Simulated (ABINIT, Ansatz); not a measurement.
**Quasiparticle gap of Na2LiScF6 (Fm-3m) in ABINIT**

Wanted: ground state, empty states, screening and self-energy for Na2LiScF6 (Fm-3m).

Method: PBEsol and many-body steps on it, plane waves, in ABINIT 10.8.3.

This is a report of a sequence of runs, with the program logs left out and the cost of each run kept.

## 1. Set-up

The structure is cubic, space group Fm-3m (No. 225). Conventional cell: a = 8.035 Å, b = 8.035 Å, c = 8.035 Å, α = 90.00°, β = 90.00°, γ = 90.00°. Na has 12 F at 2.84 Å nearest. Nearest to Li lie 6 F at 2.01 Å. Nearest to Sc lie 6 F at 2.01 Å. Nearest to F lie 1 Li at 2.01 Å and 1 Sc at 2.01 Å and 4 Na at 2.84 Å. Farther neighbours, and contacts between anions beyond the nearest, are not listed.

Coordinates:

```cif
data_structure
_symmetry_space_group_name_H-M 'P 1'
_symmetry_Int_Tables_number 1
_cell_length_a 5.6815
_cell_length_b 5.6815
_cell_length_c 5.6815
_cell_angle_alpha 60.000
_cell_angle_beta 60.000
_cell_angle_gamma 60.000
_cell_volume 129.68
loop_
_atom_site_label
_atom_site_type_symbol
_atom_site_fract_x
_atom_site_fract_y
_atom_site_fract_z
_atom_site_occupancy
Na1 Na 0.25000 0.25000 0.25000 1
Na2 Na 0.75000 0.75000 0.75000 1
Li3 Li 0.50000 0.50000 0.50000 1
Sc4 Sc 0.00000 0.00000 0.00000 1
F5 F 0.25042 0.25042 0.74958 1
F6 F 0.25042 0.74958 0.74958 1
F7 F 0.74958 0.74958 0.25042 1
F8 F 0.25042 0.74958 0.25042 1
F9 F 0.74958 0.25042 0.74958 1
F10 F 0.74958 0.25042 0.25042 1
```

The cell and positions are those that the Materials Project relaxed with its own functionals (PBE, PBE+U or r2SCAN), kept fixed.

## 2. Ground state

This step: ABINIT 10.8.3; DFT, PBEsol, plane waves, norm-conserving pseudopotentials.

The ground-state density comes first.

Contents of run.abi:

```
acell 3*1.0 Angstrom
rprim 
  0.000000000000 4.017450000000 4.017450000000
  4.017450000000 0.000000000000 4.017450000000
  4.017450000000 4.017450000000 -0.000000000000
ntypat 4
znucl 11 3 21 9
natom 10
typat 1 1 2 3 4 4 4 4 4 4
xred 
  0.250000000000 0.250000000000 0.250000000000
  0.750000000000 0.750000000000 0.750000000000
  0.500000000000 0.500000000000 0.500000000000
  0.000000000000 -0.000000000000 0.000000000000
  0.250423000000 0.250423000000 0.749577000000
  0.250423000000 0.749577000000 0.749577000000
  0.749577000000 0.749577000000 0.250423000000
  0.250423000000 0.749577000000 0.250423000000
  0.749577000000 0.250423000000 0.749577000000
  0.749577000000 0.250423000000 0.250423000000
pp_dirpath "pseudos"
pseudos "Na.upf, Li.upf, Sc.upf, F.upf"
ecut 38
ngkpt 4 4 4
nshiftk 1
shiftk 0 0 0
kptopt 1
chksymbreak 0
nband 46
occopt 1
tolvrs 1e-10
nstep 60
prtwf 0
optforces 0
optstress 0
indata_prefix "in"
outdata_prefix "out"
tmpdata_prefix "tmp"
```

Run with:

```sh
$ OMP_NUM_THREADS=1 mpirun -n 4 abinit run.abi > log
```

Elapsed: 55 s, on 4 MPI ranks of Arm Neoverse V2, shared host; peak memory 0.57 GiB.

This step gave:

| Property | Result |
| --- | --- |
| total energy | -8021.1707 eV |
| gap | 6.027 eV |
| k of the valence top | 0, 0, 0 |
| k of the conduction bottom | 0, 0, 0 |
| least direct gap | 6.027 eV |

The gap is direct, at Γ.

## 3. Bands along the symmetry lines

The cheap functional maps the bands first; the places of the edges decide which points the dearer methods must see.

Edit run.abi of step 2 so:

```diff
@@ -23,14 +23,40 @@
 ecut 38
-ngkpt 4 4 4
-nshiftk 1
-shiftk 0 0 0
-kptopt 1
-chksymbreak 0
-nband 46
-occopt 1
-tolvrs 1e-10
-nstep 60
+iscf -2
+irdden 1
+kptopt 0
+nkpt 26
+kpt 
+  0.00000000 0.00000000 0.00000000
+  0.12500000 0.00000000 0.12500000
+  0.25000000 0.00000000 0.25000000
+  0.37500000 0.00000000 0.37500000
+  0.50000000 0.00000000 0.50000000
+  0.53125000 0.06250000 0.53125000
+  0.56250000 0.12500000 0.56250000
+  0.59375000 0.18750000 0.59375000
+  0.62500000 0.25000000 0.62500000
+  0.37500000 0.37500000 0.75000000
+  0.28125000 0.28125000 0.56250000
+  0.18750000 0.18750000 0.37500000
+  0.09375000 0.09375000 0.18750000
+  0.00000000 0.00000000 0.00000000
+  0.12500000 0.12500000 0.12500000
+  0.25000000 0.25000000 0.25000000
+  0.37500000 0.37500000 0.37500000
+  0.50000000 0.50000000 0.50000000
+  0.50000000 0.43750000 0.56250000
+  0.50000000 0.37500000 0.62500000
+  0.50000000 0.31250000 0.68750000
+  0.50000000 0.25000000 0.75000000
+  0.50000000 0.18750000 0.68750000
+  0.50000000 0.12500000 0.62500000
+  0.50000000 0.06250000 0.56250000
+  0.50000000 0.00000000 0.50000000
+istwfk *1
+nband 44
+nbdbuf 2
+tolwfr 1e-08
+nstep 40
 prtwf 0
-optforces 0
-optstress 0
+prtvol 0
 indata_prefix "in"
```

Elapsed: 98 s, on 4 MPI ranks; peak memory 0.53 GiB; 6.5 min of CPU time.

Numbers from this step:

```
gap                        : 6.027 eV
k of the valence top       : 0, 0, 0
k of the conduction bottom : 0, 0, 0
least direct gap           : 6.027 eV
```

The gap is 6.027 eV, as in the run before at this level.

The electronic bands at the labelled points (eV, zero at the top of the highest filled band):

| point | band 34 | band 35 | band 36 | band 37 | band 38 | band 39 | band 40 | band 41 |
| --- | --- | --- | --- | --- | --- | --- | --- | --- |
| Γ | -0.34 | 0.00 | 0.00 | 0.00 | 6.03 | 7.00 | 7.00 | 7.00 |
| halfway | -0.42 | -0.26 | -0.26 | 0.00 | 6.90 | 7.00 | 7.06 | 7.06 |
| X | -0.77 | -0.41 | -0.41 | -0.01 | 7.01 | 7.13 | 7.13 | 8.63 |
| halfway | -0.63 | -0.49 | -0.40 | -0.04 | 7.02 | 7.13 | 7.13 | 8.69 |
| U | -0.61 | -0.47 | -0.38 | -0.12 | 7.04 | 7.10 | 7.12 | 8.88 |
| jump to K | -0.61 | -0.47 | -0.38 | -0.12 | 7.04 | 7.10 | 7.12 | 8.88 |
| halfway | -0.35 | -0.25 | -0.19 | -0.11 | 6.98 | 7.02 | 7.06 | 7.07 |
| Γ | -0.34 | 0.00 | 0.00 | 0.00 | 6.03 | 7.00 | 7.00 | 7.00 |
| halfway | -0.34 | -0.15 | -0.15 | -0.09 | 6.69 | 7.02 | 7.04 | 7.04 |
| L | -0.34 | -0.31 | -0.31 | -0.27 | 7.01 | 7.08 | 7.08 | 8.18 |
| halfway | -0.47 | -0.39 | -0.28 | -0.26 | 7.04 | 7.07 | 7.10 | 8.51 |
| W | -0.64 | -0.62 | -0.25 | -0.25 | 7.07 | 7.07 | 7.13 | 9.02 |
| halfway | -0.52 | -0.48 | -0.47 | -0.07 | 7.03 | 7.11 | 7.13 | 8.76 |
| X | -0.77 | -0.41 | -0.41 | -0.01 | 7.01 | 7.13 | 7.13 | 8.63 |

## 4. Empty states on the mesh, 2×2×2 mesh, 271 bands

The sums over transitions need many empty states on a uniform mesh; this step solves for them.

Contents of run.abi:

```
acell 3*1.0 Angstrom
rprim 
  0.000000000000 4.017450000000 4.017450000000
  4.017450000000 0.000000000000 4.017450000000
  4.017450000000 4.017450000000 -0.000000000000
ntypat 4
znucl 11 3 21 9
natom 10
typat 1 1 2 3 4 4 4 4 4 4
xred 
  0.250000000000 0.250000000000 0.250000000000
  0.750000000000 0.750000000000 0.750000000000
  0.500000000000 0.500000000000 0.500000000000
  0.000000000000 -0.000000000000 0.000000000000
  0.250423000000 0.250423000000 0.749577000000
  0.250423000000 0.749577000000 0.749577000000
  0.749577000000 0.749577000000 0.250423000000
  0.250423000000 0.749577000000 0.250423000000
  0.749577000000 0.250423000000 0.749577000000
  0.749577000000 0.250423000000 0.250423000000
pp_dirpath "pseudos"
pseudos "Na.upf, Li.upf, Sc.upf, F.upf"
ecut 38
ngkpt 2 2 2
nshiftk 1
shiftk 0 0 0
kptopt 1
chksymbreak 0
iscf -2
irdden 1
istwfk *1
nband 271
nbdbuf 24
tolwfr 1e-09
nstep 60
prtvol 0
indata_prefix "in"
outdata_prefix "out"
tmpdata_prefix "tmp"
```

Elapsed: 2.3 min, on 4 MPI ranks; peak memory 0.5 GiB.

Numbers from this step:

```yaml
gap: 6.027 eV
k_of_the_valence_top: 0, 0, 0
k_of_the_conduction_bottom: 0, 0, 0
least_direct_gap: 6.027 eV
k_points_computed: 3
lowest_point_of_the_top_converged_band_above_the_valence_top: 77.3617 eV
```

On this mesh the gap is 6.027 eV.

## 5. Screening, 2×2×2 mesh, 247 bands, screening to 176.9 eV

The RPA dielectric matrix is built and inverted for each q.

This step: RPA screening on PBEsol, plane waves, norm-conserving pseudopotentials.

Edit run.abi of step 4 so:

```diff
@@ -28,10 +28,11 @@
 chksymbreak 0
-iscf -2
-irdden 1
 istwfk *1
-nband 271
-nbdbuf 24
-tolwfr 1e-09
-nstep 60
-prtvol 0
+occopt 1
+irdwfk 1
+optdriver 3
+nband 247
+ecuteps 6.5
+inclvkb 2
+awtr 1
+symchi 1
 indata_prefix "in"
```

Run time: 92 s. Hardware: 4 MPI ranks; peak memory 2.6 GiB.

Numbers from this step:

| Property | Result |
| --- | --- |
| ε∞ with local fields, on this mesh | 2.043 |
| ε∞ without local fields, on this mesh | 2.232 |
| plasma frequency | 28.05 eV |
| plane waves in the screening matrix | 701 |

Local fields lower ε∞ by 8 %. On a Γ-centred mesh this coarse the value itself is usually too large, while a short band sum pulls it down.

## 6. Self-energy, 2×2×2 mesh, 247 bands, screening to 176.9 eV

The self-energy is evaluated for the states that the input lists, and the quasiparticle equation is solved.

This step: G0W0 on PBEsol, plane waves, norm-conserving pseudopotentials.

Edit run.abi of step 5 so:

```diff
@@ -31,8 +31,15 @@
 irdwfk 1
-optdriver 3
+optdriver 4
 nband 247
+gwcalctyp 0
+ecutsigx 38
+symsigma 1
+nkptgw 1
+kptgw 
+  0.0000000000 0.0000000000 0.0000000000
+bdgw 
+  35 41
 ecuteps 6.5
-inclvkb 2
-awtr 1
-symchi 1
+irdscr 1
+ppmodel 1
 indata_prefix "in"
```

The job ended after 29 s (4 MPI ranks; peak memory 2.1 GiB).

Numbers from this step:

```yaml
g0w0_gap_on_the_mesh: 9.326 eV
starting_gap_on_the_mesh: 6.027 eV
k_of_the_valence_top: 0, 0, 0
k_of_the_conduction_bottom: 0, 0, 0
z_at_the_valence_top: 0.811
z_at_the_conduction_bottom: 0.9
least_direct_g0w0_gap_on_the_computed_points: 9.326 eV
```

The gap on the mesh goes from 6.03 eV to 9.33 eV, a correction of +3.30 eV.

Limits: finite bands, cutoff and mesh; coarse k mesh. v1 is the top filled band, c1 the lowest empty one. Levels before and after the correction, in eV, zero at the valence-band top of each column:

|  | conduction bottom | valence top |
| --- | --- | --- |
| Kohn-Sham | 6.03 | 0.00 |
| G0W0 | 9.33 | 0.00 |

```csv
,level,energy (eV)
Kohn-Sham,Γ v3-v1,0.000
Kohn-Sham,Γ c1,6.027
Kohn-Sham,Γ c2-c4,6.996
G0W0,Γ v3-v1,0.000
G0W0,Γ c1,9.326
G0W0,Γ c2-c4,12.339
```

## 7. Where the time went

Times are wall times on 4 MPI ranks of Arm Neoverse V2, shared host, good to a factor of about two.

```
                          step     time  share  memory (GiB)
                  ground state     55 s   13 %          0.57
bands along the symmetry lines     98 s   24 %          0.53
      empty states on the mesh  2.3 min   34 %           0.5
                     screening     92 s   22 %           2.6
                   self-energy     29 s    7 %           2.1
```

## 8. Results

```json
{"PBEsol gap": "6.03 eV, direct", "G0W0 gap on the mesh": "9.33 eV", "GW settings": "2×2×2 mesh, 247 bands, screening to 176.9 eV, Godby-Needs plasmon pole", "known limits": "short of the basis limit; coarse k mesh"}
```

In words: G0W0 moves the gap on the mesh from 6.03 eV to 9.33 eV (+3.30 eV), with Z of 0.81 and 0.90 at the edges. Local fields lower the RPA ε∞ on this mesh from 2.23 to 2.04; a Γ-centred mesh this coarse tends to raise both, most where the direct gap is narrow, while a short band sum lowers them. Bands and cutoff are finite, so the gap stands short of the basis limit, usually by up to a few tenths of an eV; the mesh is an error of its own. The 2×2×2 mesh is coarse for this cell, which bears on the long-range parts of exchange and screening.

[Long decimals in the printed logs are rounded to 6 places.]

[Logs are printed without paths, hosts, clocks, repeated set-up lines and the standing remarks that a program may print on its own settings, such as how far it seeks lower states.]

[Paths, hosts, dates, memory and timing lines, banners, echoed tables and standing remarks are left out of the program output; an Ansatz launch command may be rebuilt from the run's recorded settings. Measured values are a selection of at most five: reports struck by readers or far from the other reports are left out. None is set beside runs whose start may be inverted or whose files or cutoffs have a known fault.]

[Runs of the session that timed out or met a known fault of the program may be left out.]

[Hosts, paths, dates, database ids (printed as entryN), source tags and the programs' standing remarks are cut or masked in the printed files.]

[G0W0 gaps are taken among the corrected bands and points alone; a level outside them can change the order at an edge.]

[Where Ansatz stands beside ABINIT at settings called matched, ABINIT's density can come from a denser mesh and the files from another edition; pairs whose starting gaps differed by over 0.03 eV were left out, so agreement reads better than it is.]
